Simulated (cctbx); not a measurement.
## MnCuTe4: precision against data quality

Space group P2/m (no. 10), a = 5.5830 Å, b = 4.0650 Å, c = 7.4520 Å, α = 90.00°, β = 92.47°, γ = 90.00°.

| atom | mult. | x | y | z | Ueq (Å²) |
| --- | --- | --- | --- | --- | --- |
| Te1 | 2 | 0.2926 | 0 | 0.3847 | 0.0070 |
| Te2 | 2 | 0.2110 | 1/2 | 0.8369 | 0.0079 |
| Cu1 | 1 | 0 | 0 | 0 | 0.0098 |
| Mn1 | 1 | 0 | 1/2 | 1/2 | 0.0109 |

The model was made for the exercise: a known structure type with other elements put in, its volume estimated, not relaxed; displacement parameters are assumed.

Five simulated data sets (cctbx; Ag Kα, λ = 0.56087 Å; 1.5 % proportional error) differ in resolution or exposure (noise floor 4 counts in the first three, 8 in the last two). Each is refined with the right model, isotropic at 1.1 Å and anisotropic otherwise. How do the figures of merit and the uncertainties move?

```
d min (Å)  top counts  ⟨I/σ⟩ (unmerged, absences included)  unique  param. (scale apart)   Rint      R1  GooF  largest s.u. xyz (fractional)  s.u. U of Mn1 (Å²)  largest error (Å)
      1.1       40000                                 36.7     154                     8  0.012  0.0104  1.42                        0.00009              0.0005             0.0003
     0.84       40000                                 33.2     335                    20  0.014  0.0073  0.95                        0.00003              0.0003             0.0002
      0.6       40000                                 26.3     892                    20  0.015  0.0091  0.96                        0.00002              0.0001             0.0002
     0.75         300                                  2.1     464                    20  0.234  0.0858  0.93                        0.00066              0.0064             0.0044
     0.75        3000                                  9.7     464                    20  0.044  0.0266  0.93                        0.00012              0.0011             0.0009
```

GooF reaches 1.42 where the model lacks something that the data hold (anisotropy at the isotropic level, for one). The s.u. of U for Mn1 goes 0.0005, 0.0003, 0.0001 Å² with resolution and 0.0064, 0.0011 Å² with exposure.

The 1.1 Å row also differs in its displacement model, so it isn't a clean test of resolution.

Hardware for the 0.6 Å refinement: 0.48 s on 1 thread of Arm Neoverse N1 (shared host), peak memory 0.09 GiB.

[Logs are printed without paths, hosts, clocks, repeated set-up lines and the standing remarks that a program may print on its own settings, such as how far it seeks lower states.]
